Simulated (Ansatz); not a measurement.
# Lattice dynamics of Hf2NF2 monolayer, part 2 of 2

Aim: the vibrations of Hf2NF2 monolayer, their spectra, and whether the structure is stable.

Ansatz 0.2.0; DFT PBEsol, scalar-relativistic, plane waves, PAW; PAW set soft_1.

So far. Step 4 (Relaxing to small forces for the phonons): The largest force component left is 0.018 meV/Å, within the tolerances set. Step 5 (Zone-centre response): Before it was imposed, the acoustic sum rule was missed by 1.5e-5 eV/Å². Small misses are needed for a sound result but don't prove that mesh and cutoff are converged. The lowest optical mode is real, 128 cm⁻¹.

### Step 6. Response at finite wavevector (continued)

The partial phonon density of states has structure finer than the step of the table below, so its rows give means over 20 cm⁻¹, whole bins alone (the curve runs from -16.1 to 682 cm⁻¹). Peaks (cm⁻¹: height): F 234.1: 0.174, 339.5: 0.0632; Hf 89.3: 0.0533, 124.4: 0.0868, 177.1: 0.0406, 234.1: 0.0111; N 506.3: 0.0591, 638.1: 0.0571.

Phonopy on the run's constants, 21x21x1 mesh, Gaussian sigma 5.0 cm-1. Interpolated from a 4×4×1 q mesh. Table of partial phonon density of states by wavenumber; means over each step; values in 1/cm⁻¹/cell:

| wavenumber (cm⁻¹) | F | Hf | N |
| --- | --- | --- | --- |
| 0 | 2.6e-4 | 0.00230 | 9.8e-5 |
| 20 | 4.7e-4 | 0.00399 | 1.8e-4 |
| 40 | 7.4e-4 | 0.00646 | 3.1e-4 |
| 60 | 0.00223 | 0.0215 | 0.00127 |
| 80 | 0.00401 | 0.0452 | 0.00281 |
| 100 | 0.00298 | 0.0387 | 0.00182 |
| 120 | 0.00427 | 0.0663 | 5.8e-4 |
| 140 | 0.00178 | 0.0422 | 3.1e-4 |
| 160 | 8.9e-4 | 0.0176 | 1.2e-4 |
| 180 | 0.00295 | 0.0267 | 4.9e-5 |
| 200 | 0.00629 | 9.7e-4 | 1.3e-5 |
| 220 | 0.0778 | 0.00569 | 1.7e-4 |
| 240 | 0.101 | 0.00655 | 8.7e-5 |
| 260 | 0.00133 | 8.9e-5 | 4.2e-7 |
| 280 | 0 | 0 | 0 |
| 300 | 0 | 0 | 0 |
| 320 | 0.00386 | 3.3e-4 | 1.0e-5 |
| 340 | 0.0508 | 0.00447 | 1.0e-4 |
| 360 | 0.0235 | 0.00245 | 6.3e-5 |
| 380 | 0.00997 | 0.00113 | 1.0e-4 |
| 400 | 0.00285 | 4.1e-4 | 2.0e-5 |
| 420 | 8.4e-5 | 1.3e-5 | 0 |
| 440 | 0 | 0 | 0 |
| 460 | 0 | 0 | 0 |
| 480 | 3.2e-6 | 1.6e-5 | 3.1e-4 |
| 500 | 3.9e-4 | 0.00183 | 0.0308 |
| 520 | 2.6e-4 | 9.5e-4 | 0.0153 |
| 540 | 0 | 0 | 3.4e-6 |
| 560 | 0 | 5.5e-7 | 1.4e-5 |
| 580 | 7.5e-5 | 3.1e-4 | 0.00743 |
| 600 | 1.7e-4 | 7.8e-4 | 0.0200 |
| 620 | 2.1e-4 | 7.5e-4 | 0.0190 |
| 640 | 3.3e-4 | 0.00181 | 0.0436 |
| 660 | 2.2e-5 | 2.1e-4 | 0.00522 |

Symmetry leaves 4 wavevectors to solve. The lowest mode among them, the acoustic zeros apart, lies at q = (0, 0.25, 0) and is real, 58.3 cm⁻¹. Between them the interpolated path dips to 6i cm⁻¹.

### Step 7. Isotope substitution, element Hf, natural mass 178.486 amu

An isotope changes the mass and not the force constants, so no new electronic calculation is needed; the shifts show which modes move this element.

The same force constants with the mass of Hf changed from 178.486 to 173.940 u (phonopy, no LO-TO term). Both lists are sorted by frequency; levels can cross, so a row need not hold one and the same mode. Modes under 3 cm⁻¹ are left out. Isotope shifts, by row, the first 40 of 57 rows:

| q | rank | natural mass (cm⁻¹) | changed mass (cm⁻¹) |
| --- | --- | --- | --- |
| 0 0 0 | 4 | 127.8 | 129.3 |
| 0 0 0 | 5 | 127.8 | 129.3 |
| 0 0 0 | 6 | 183.5 | 185.5 |
| 0 0 0 | 7 | 233.1 | 233.4 |
| 0 0 0 | 8 | 233.1 | 233.4 |
| 0 0 0 | 9 | 239.2 | 239.4 |
| 0 0 0 | 10 | 239.2 | 239.4 |
| 0 0 0 | 11 | 390 | 390.4 |
| 0 0 0 | 12 | 405.8 | 406.6 |
| 0 0 0 | 13 | 499.4 | 499.7 |
| 0 0 0 | 14 | 652.4 | 652.7 |
| 0 0 0 | 15 | 652.4 | 652.7 |
| 0 0.25 0 | 1 | 58.34 | 58.99 |
| 0 0.25 0 | 2 | 67.48 | 68.23 |
| 0 0.25 0 | 3 | 99.76 | 100.9 |
| 0 0.25 0 | 4 | 123.1 | 124.5 |
| 0 0.25 0 | 5 | 123.7 | 125.3 |
| 0 0.25 0 | 6 | 179.6 | 181.7 |
| 0 0.25 0 | 7 | 225.8 | 226.2 |
| 0 0.25 0 | 8 | 234.3 | 234.6 |
| 0 0.25 0 | 9 | 235.2 | 235.4 |
| 0 0.25 0 | 10 | 236.3 | 236.4 |
| 0 0.25 0 | 11 | 357.4 | 357.9 |
| 0 0.25 0 | 12 | 362.4 | 362.9 |
| 0 0.25 0 | 13 | 504 | 504.4 |
| 0 0.25 0 | 14 | 631.4 | 631.7 |
| 0 0.25 0 | 15 | 638.9 | 639.2 |
| 0 -0.5 0 | 1 | 96.63 | 97.73 |
| 0 -0.5 0 | 2 | 107.1 | 108.4 |
| 0 -0.5 0 | 3 | 119.6 | 121 |
| 0 -0.5 0 | 4 | 140.2 | 142 |
| 0 -0.5 0 | 5 | 147.9 | 149.7 |
| 0 -0.5 0 | 6 | 167.7 | 169.7 |
| 0 -0.5 0 | 7 | 227.6 | 227.7 |
| 0 -0.5 0 | 8 | 229.8 | 229.8 |
| 0 -0.5 0 | 9 | 230.6 | 230.7 |
| 0 -0.5 0 | 10 | 234.7 | 234.7 |
| 0 -0.5 0 | 11 | 335.5 | 335.7 |
| 0 -0.5 0 | 12 | 348.3 | 348.7 |
| 0 -0.5 0 | 13 | 509 | 509.4 |

A mode of this element alone would shift by +1.30 %. The highest zone-centre frequency without the field goes from 652.4 to 652.7 cm⁻¹ (+0.0 %). The product of the frequency ratios over all optical modes at Γ is 1.045; the product rule, (m/m′)^(3k/2) (M′/M)^(3/2) with k = 2 such atoms and M the mass of the cell, gives 1.045.

### Step 8. Isotope substitution, element N, natural mass 14.007 amu

The same for N, from 14.01 to 15.00 u.

The same force constants with the mass of N changed from 14.007 to 15.000 u (phonopy, no LO-TO term). Both lists are sorted by frequency; levels can cross, so a row need not hold one and the same mode. Modes under 3 cm⁻¹ are left out. Isotope shifts, by row, the first 40 of 57 rows:

| q | rank | natural mass (cm⁻¹) | changed mass (cm⁻¹) |
| --- | --- | --- | --- |
| 0 0 0 | 4 | 127.8 | 127.8 |
| 0 0 0 | 5 | 127.8 | 127.8 |
| 0 0 0 | 6 | 183.5 | 183.5 |
| 0 0 0 | 7 | 233.1 | 233.1 |
| 0 0 0 | 8 | 233.1 | 233.1 |
| 0 0 0 | 9 | 239.2 | 239.2 |
| 0 0 0 | 10 | 239.2 | 239.2 |
| 0 0 0 | 11 | 390 | 389.6 |
| 0 0 0 | 12 | 405.8 | 405.8 |
| 0 0 0 | 13 | 499.4 | 483.8 |
| 0 0 0 | 14 | 652.4 | 631.2 |
| 0 0 0 | 15 | 652.4 | 631.2 |
| 0 0.25 0 | 1 | 58.34 | 58.24 |
| 0 0.25 0 | 2 | 67.48 | 67.38 |
| 0 0.25 0 | 3 | 99.76 | 99.63 |
| 0 0.25 0 | 4 | 123.1 | 123 |
| 0 0.25 0 | 5 | 123.7 | 123.7 |
| 0 0.25 0 | 6 | 179.6 | 179.6 |
| 0 0.25 0 | 7 | 225.8 | 225.8 |
| 0 0.25 0 | 8 | 234.3 | 234.3 |
| 0 0.25 0 | 9 | 235.2 | 235.2 |
| 0 0.25 0 | 10 | 236.3 | 236.3 |
| 0 0.25 0 | 11 | 357.4 | 357.4 |
| 0 0.25 0 | 12 | 362.4 | 362.4 |
| 0 0.25 0 | 13 | 504 | 488.1 |
| 0 0.25 0 | 14 | 631.4 | 611.1 |
| 0 0.25 0 | 15 | 638.9 | 618.3 |
| 0 -0.5 0 | 1 | 96.63 | 96.39 |
| 0 -0.5 0 | 2 | 107.1 | 106.9 |
| 0 -0.5 0 | 3 | 119.6 | 119.6 |
| 0 -0.5 0 | 4 | 140.2 | 140.2 |
| 0 -0.5 0 | 5 | 147.9 | 147.7 |
| 0 -0.5 0 | 6 | 167.7 | 167.7 |
| 0 -0.5 0 | 7 | 227.6 | 227.6 |
| 0 -0.5 0 | 8 | 229.8 | 229.7 |
| 0 -0.5 0 | 9 | 230.6 | 230.6 |
| 0 -0.5 0 | 10 | 234.7 | 234.7 |
| 0 -0.5 0 | 11 | 335.5 | 335.4 |
| 0 -0.5 0 | 12 | 348.3 | 348.3 |
| 0 -0.5 0 | 13 | 509 | 493 |

A mode of this element alone would shift by -3.37 %. The highest zone-centre frequency without the field goes from 652.4 to 631.2 cm⁻¹ (-3.2 %). The product of the frequency ratios over all optical modes at Γ is 0.906; the product rule, (m/m′)^(3k/2) (M′/M)^(3/2) with k = 1 such atoms and M the mass of the cell, gives 0.906.

### Step 9. Outcome

- space group after relaxation (within 0.01 Å): P-3m1
- area per atom: 1.80 Å²
- electronic character: no gap on this mesh
- highest optical mode at the zone centre (no LO-TO term): 652 cm⁻¹
- lowest optical zone-centre mode: 128 cm⁻¹
- lowest mode on the q mesh (acoustic modes at Γ apart): 58.3 cm⁻¹
- highest frequency on the path or at a solved wavevector: 652 cm⁻¹
- imaginary modes on the 4×4×1 q mesh: none

In words: No mode is imaginary at the 4 irreducible wavevectors solved, but between them the interpolated path dips to 5.9i cm⁻¹, so stability is not settled. The optical modes at Γ span 128 to 652 cm⁻¹. The highest mode in this list at Γ, 652.4 cm⁻¹, is mostly motion of N (96 % of the kinetic energy). With no gap, or one that is small against the smearing, the frequencies hang on the k mesh and the smearing, most of all near Kohn anomalies. The phonon runs are without spin polarisation, although the cell has an odd electron count. In a sheet or slab the interpolated bending branch near Γ is rough, since the rotational sum rule isn't imposed. Spin-orbit coupling is left out, which can matter for the heavy elements here. The PAW files were made for PBE and serve the other functionals too. A phonon run warned that its eigensolver left some bands unconverged in a pass. The starting cell was built on a prototype and not taken from a measurement. These are harmonic frequencies at zero temperature: anharmonic shifts, linewidths and thermal expansion are left out.

[Hosts, paths, dates, database ids (printed as entryN), source tags and the programs' standing remarks are cut or masked in the printed files.]
